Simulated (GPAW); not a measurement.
# Core-hole calculation of the B K edge in BAs (F-43m)

Aim: the dependence of the B K near-edge features of BAs (F-43m) on volume.

Main program and level: GPAW 26.7.0; X-ray absorption from dipole matrix elements to empty bands, plane-wave PAW PBE.

### Step 1. Set-up

Symmetry: F-43m, No. 216, cubic system. The conventional cell has a = 4.777 Å, b = 4.777 Å, c = 4.777 Å, α = 90.00°, β = 90.00°, γ = 90.00°. Nearest to As lie 4 B at 2.07 Å. B has 4 As at 2.07 Å nearest. Farther neighbours are not listed.

Structure file:

```xyz
2
Lattice="0.0000 2.3885 2.3885 2.3885 0.0000 2.3885 2.3885 2.3885 0.0000" Properties=species:S:1:pos:R:3 pbc="T T T"
As    3.5827    3.5827    3.5827
B     0.0000    0.0000    0.0000
```

### Step 2. Ground state of the crystal

The ground state comes first: it tells whether the system has a gap, which decides how the excited electron is treated.

Contents of scf.py:

```python
import numpy as np
from ase import Atoms
from ase.parallel import parprint, paropen
from gpaw import GPAW, PW, FermiDirac, Mixer, MixerDif, setup_paths
from gpaw.test import gen
setup_paths.insert(0, '.')
gen('B', name='nch1s', xcname='PBE', corehole=(1, 0, 0), write_xml=True)
from gpaw.mpi import world
world.barrier()

atoms = Atoms('AsB',
    cell=[[0, 2.3885, 2.3885],
     [2.3885, 0, 2.3885],
     [2.3885, 2.3885, 0]],
    scaled_positions=[[0.75, 0.75, 0.75],
     [0, 0, 0]],
    pbc=True)
atoms.calc = calc = GPAW(legacy_gpaw=True, mode=PW(430, force_complex_dtype=True), xc='PBE', setups={1: 'nch1s'},
    kpts={'size': (9, 9, 9), 'gamma': True}, occupations=FermiDirac(0.05),
    charge=0, mixer=Mixer(0.1, 5, 50), maxiter=150,
    convergence={'density': 0.0001, 'eigenstates': 1e-6}, txt='scf.txt')
energy = atoms.get_potential_energy() + calc.get_reference_energy()
ef = calc.get_fermi_level()
out = dict(energy=energy, fermi=ef, forces=atoms.get_forces().tolist())
parprint(f'all-electron energy {energy:.4f} eV, Fermi level {ef:.4f} eV')
ev = np.array([[calc.get_eigenvalues(k, s) for k in range(len(calc.get_ibz_k_points()))] for s in range(calc.get_number_of_spins())])
out['homo'], out['lumo'], out['counts'] = ev[ev < ef].max(), ev[ev > ef].min(), sorted(set((ev < ef).sum((0, 2)).tolist()))
out['filled'] = (ev[:, 0] < ef).sum(1).tolist()
import json
with paropen('out.json', 'w') as f:
    json.dump(out, f)
```

Launch:

```sh
OMP_NUM_THREADS=1 mpirun -n 4 gpaw python scf.py
```

Numbers of over 12 decimals in the logs are rounded to 6 here.

Output:

```text
Input parameters:
  convergence: {density: 0.0001,
                eigenstates: 1e-06}
  kpts: {gamma: True,
         size: (9, 9, 9)}
  maxiter: 150
  mixer: {backend: pulay,
          beta: 0.1,
          method: separate,
          nmaxold: 5,
          weight: 50}
  mode: {ecut: 430.0,
         force_complex_dtype: True,
         name: pw}
  occupations: {fixmagmom: False,
                name: fermi-dirac,
                width: 0.05}
  setups: {1: nch1s}
  xc: PBE

Initialize ...

[... PAW data sets ...]

Reference energy: -62172.463232  # eV

Spin-paired calculation

[... convergence settings ...]
Symmetries present (total): 24
  [... symmetry matrices ...]

729 k-points: 9 x 9 x 9 Monkhorst-Pack grid
35 k-points in the irreducible part of the Brillouin zone
       k-points in crystal coordinates                weights
   0:     0.00000000    0.00000000    0.00000000          1/729
   1:     0.11111111    0.11111111    0.00000000          6/729
   2:     0.11111111    0.11111111    0.11111111          8/729
   3:     0.22222222    0.11111111    0.11111111         12/729
   4:     0.22222222    0.22222222    0.00000000          6/729
   5:     0.22222222    0.22222222    0.11111111         24/729
   6:     0.22222222    0.22222222    0.22222222          8/729
   7:     0.33333333    0.22222222    0.11111111         24/729
   8:     0.33333333    0.22222222    0.22222222         24/729
   9:     0.33333333    0.33333333   -0.33333333         12/729
          ...
  34:     0.44444444    0.44444444    0.44444444          8/729

Wave functions: Plane wave expansion
  Cutoff energy: 430.000 eV
  Number of coefficients (min, max): 537, 560
  Pulay-stress correction: 0.000000 eV/Ang^3 (de/decut=0.000000)
  Using FFTW library
  Wavefunction extrapolation:
    Improved wavefunction reuse through dual PAW basis

Occupation numbers: Fermi-Dirac:
  width: 0.0500  # eV

Eigensolver
   Davidson(niter=2)

Densities:
  Coarse grid: 18*18*18 grid
  Fine grid: 36*36*36 grid
  Total Charge: 0.000000

Density mixing:
  Method: separate
  Backend: pulay
  Linear mixing parameter: 0.1
  old densities: 5
  Width of damping distribution: 1.1
  Damping of long wavelength oscillations: 50

[... Hamiltonian set-up ...]
Number of atoms: 2
Number of atomic orbitals: 8
Number of bands in calculation: 8
Number of valence electrons: 8
Bands to converge: occupied

... initialized

Initializing position-dependent things.

Density initialized from atomic densities
Creating initial wave functions:
  8 bands from LCAO basis set

                   As

       B

Atomic positions and initial magnetic moments

Positions:
   0 As     3.582750    3.582750    3.582750    ( 0.0000,  0.0000,  0.0000)
   1 B      0.000000    0.000000    0.000000    ( 0.0000,  0.0000,  0.0000)

Unit cell:
           periodic     x           y           z      points  spacing
  1. axis:    yes    0.000000    2.388500    2.388500    18     0.1532
  2. axis:    yes    2.388500    0.000000    2.388500    18     0.1532
  3. axis:    yes    2.388500    2.388500    0.000000    18     0.1532

  Lengths:   3.377849   3.377849   3.377849
  Angles:   60.000000  60.000000  60.000000

Effective grid spacing dv^(1/3) = 0.1672

iter:   1   -11.954206
iter:   2   -11.739019   -1.86  -0.71
iter:   3   -11.397549   -1.51  -0.80
iter:   4   -11.388892   -3.01  -1.26
iter:   5   -11.388929   -2.63  -1.46
iter:   6   -11.387285c  -3.87  -1.90
iter:   7   -11.386141c  -3.76  -2.11
iter:   8   -11.386099c  -5.98  -2.81
iter:   9   -11.386085c  -5.32  -3.05
iter:  10   -11.386079c  -6.33c -3.34
iter:  11   -11.386079c  -8.95c -4.51c

Converged after 11 iterations.

Dipole moment: (4.034602, 4.034602, 4.034602) |e|*Ang

Energy contributions relative to reference atoms: (reference = -62172.463232)

Kinetic:        +20.216494
Potential:      -17.868309
External:        +0.000000
XC:             -13.720240
Entropy (-ST):   -0.000000
Local:           -0.014025
SIC:             +0.000000
--------------------------
Free energy:    -11.386079
Extrapolated:   -11.386079

Showing only first 2 kpts
 Kpt  Band  Eigenvalues  Occupancy
  0     2      7.97787    1.99999
  0     3      7.97787    1.99999
  0     4     11.27048    0.00000
  0     5     11.27048    0.00000

  1     2      7.00016    2.00000
  1     3      7.00016    2.00000
  1     4     10.68165    0.00000
  1     5     12.54563    0.00000

Fermi level: 8.56912

Gap: 1.232 eV
Transition (v -> c):
  (s=0, k=0, n=3, [0.00, 0.00, 0.00]) -> (s=0, k=30, n=4, [0.44, 0.44, 0.00])
Direct/indirect transitions are different
Direct gap: 3.293 eV
Transition at: (s=0, k=0, n=3, [0.00, 0.00, 0.00])

Forces in eV/Ang:
  0 As    0.00000    0.00000    0.00000
  1 B    -0.00000   -0.00000    0.00000
Scalar-relativistic atomic PBE calculation for B (Boron, Z=5)
Core hole in 1s state (1s occupation: 2.0)
300 radial gridpoints.
|------------------------------------------------|
|------------------------------------------------|
[... the atom generator's iteration count ...]

Energy contributions:
-------------------------
Kinetic:      +24.518211
XC:            -3.799311
Potential:    -45.322190
-------------------------
Total:        -24.603290

state      eigenvalue         ekin         rmax
-----------------------------------------------
1s^2.0 :    -6.636470    10.846863        0.210
2s^2.0 :    -0.347030     1.046423        1.517
2p^1.0 :    -0.132526     0.731638        1.578
-----------------------------------------------
(units: Bohr and Hartree)

Generating PAW setup
Kinetic energy of the core from tauc = 21.700730
Cutoffs:
rc(s)=1.200
rc(p)=1.200
rc(d)=1.200
rc(vbar)=1.080
rc(comp)=1.200
rc(nct)=1.200

Kinetic energy of the core states: 21.693726
Charge: 0.0
Core electrons: 2.0
Valence electrons: 3.0
Pseudo-core charge: 0.111564
Shape function alpha=6.944
Pseudo-electron charge 3.104757
state    eigenvalue         norm
--------------------------------
2s(2) :    -0.347030     1.005232
*s    :     0.652970
2p(1) :    -0.132526     0.982729
*p    :     0.867474
*d    :     0.000000
--------------------------------

Diagonalizing with gridspacing h=0.050

state   all-electron     PAW
-------------------------------
2s:      -0.347030    -0.347449
2p:      -0.132526    -0.132867
*d:                    0.040435
*f:                    0.071313
-------------------------------
all-electron energy -62183.8493 eV, Fermi level 8.5691 eV
```

It took 4.4 s on 4 MPI ranks of INTEL XEON PLATINUM 8581C at 2.10GHz (Emerald Rapids), shared host; peak memory 0.16 GiB; 17 s of CPU time.

The mesh shows a gap of 1.23 eV, so the hole is first treated in a charged cell, without the excited electron.

### Step 3. Supercell without a hole, the energy reference

The photon energy needs a difference of total energies, so the cell and mesh of the coming hole run are first run without a hole.

Edit scf.py of step 2 so:

```diff
@@ -10,11 +10,21 @@
 
-atoms = Atoms('AsB',
-    cell=[[0, 2.3885, 2.3885],
-     [2.3885, 0, 2.3885],
-     [2.3885, 2.3885, 0]],
-    scaled_positions=[[0.75, 0.75, 0.75],
-     [0, 0, 0]],
+atoms = Atoms('As6B6',
+    cell=[[-2.3885, -2.3885, -4.777],
+     [-2.3885, -2.3885, 4.777],
+     [-2.3885, 4.777, 2.3885]],
+    scaled_positions=[[0.875, 0.625, 0],
+     [0.54166667, 0.625, 0.33333333],
+     [0.375, 0.125, 0],
+     [0.20833333, 0.625, 0.66666667],
+     [0.04166667, 0.125, 0.33333333],
+     [0.70833333, 0.125, 0.66666667],
+     [0, 0, 0],
+     [0.66666667, 0, 0.33333333],
+     [0.5, 0.5, 0],
+     [0.33333333, 0, 0.66666667],
+     [0.16666667, 0.5, 0.33333333],
+     [0.83333333, 0.5, 0.66666667]],
     pbc=True)
-atoms.calc = calc = GPAW(legacy_gpaw=True, mode=PW(430, force_complex_dtype=True), xc='PBE', setups={1: 'nch1s'},
-    kpts={'size': (9, 9, 9), 'gamma': True}, occupations=FermiDirac(0.05),
+atoms.calc = calc = GPAW(legacy_gpaw=True, mode=PW(430, force_complex_dtype=True), xc='PBE', setups={6: 'nch1s'},
+    kpts={'size': (4, 3, 4), 'gamma': True}, occupations=FermiDirac(0.02),
     charge=0, mixer=Mixer(0.1, 5, 50), maxiter=150,
```

Output:

```text
Input parameters:
  convergence: {density: 0.0001,
                eigenstates: 1e-06}
  kpts: {gamma: True,
         size: (4, 3, 4)}
  maxiter: 150
  mixer: {backend: pulay,
          beta: 0.1,
          method: separate,
          nmaxold: 5,
          weight: 50}
  mode: {ecut: 430.0,
         force_complex_dtype: True,
         name: pw}
  occupations: {fixmagmom: False,
                name: fermi-dirac,
[...]
2s(2) :    -0.347030     1.005232
*s    :     0.652970
2p(1) :    -0.132526     0.982729
*p    :     0.867474
*d    :     0.000000
--------------------------------

Diagonalizing with gridspacing h=0.050

state   all-electron     PAW
-------------------------------
2s:      -0.347030    -0.347449
2p:      -0.132526    -0.132867
*d:                    0.040435
*f:                    0.071313
-------------------------------
all-electron energy -373103.0941 eV, Fermi level 8.5230 eV
[key lines of the parts left out:]
Converged after 19 iterations.
Dipole moment: (6.986177, 6.986177, -10.235577) |e|*Ang
Free energy:    -68.315028
Fermi level: 8.52298
```

Run time: 16 s. Hardware: 4 MPI ranks; peak memory 0.24 GiB.

Reference energy: -373103.094 eV with the cores included.

(Continued in part 2 of 4.)

[Banner, clock and machine lines of the logs are left out without a mark of their own.]

[Logs are printed without paths, hosts, clocks, repeated set-up lines and the standing remarks that a program may print on its own settings, such as how far it seeks lower states.]

[Hosts, paths, dates, database ids (printed as entryN), source tags and the programs' standing remarks are cut or masked in the printed files.]

[Lists of maxima count a maximum above −3 eV only where it reaches 4 % of the highest in the window and stands out from its surroundings by 2 % of it (1.5 % where it reaches 55 %); shoulders and weaker maxima are passed over, and of the rest the first, up to two pre-edge ones and the few strongest are named.]
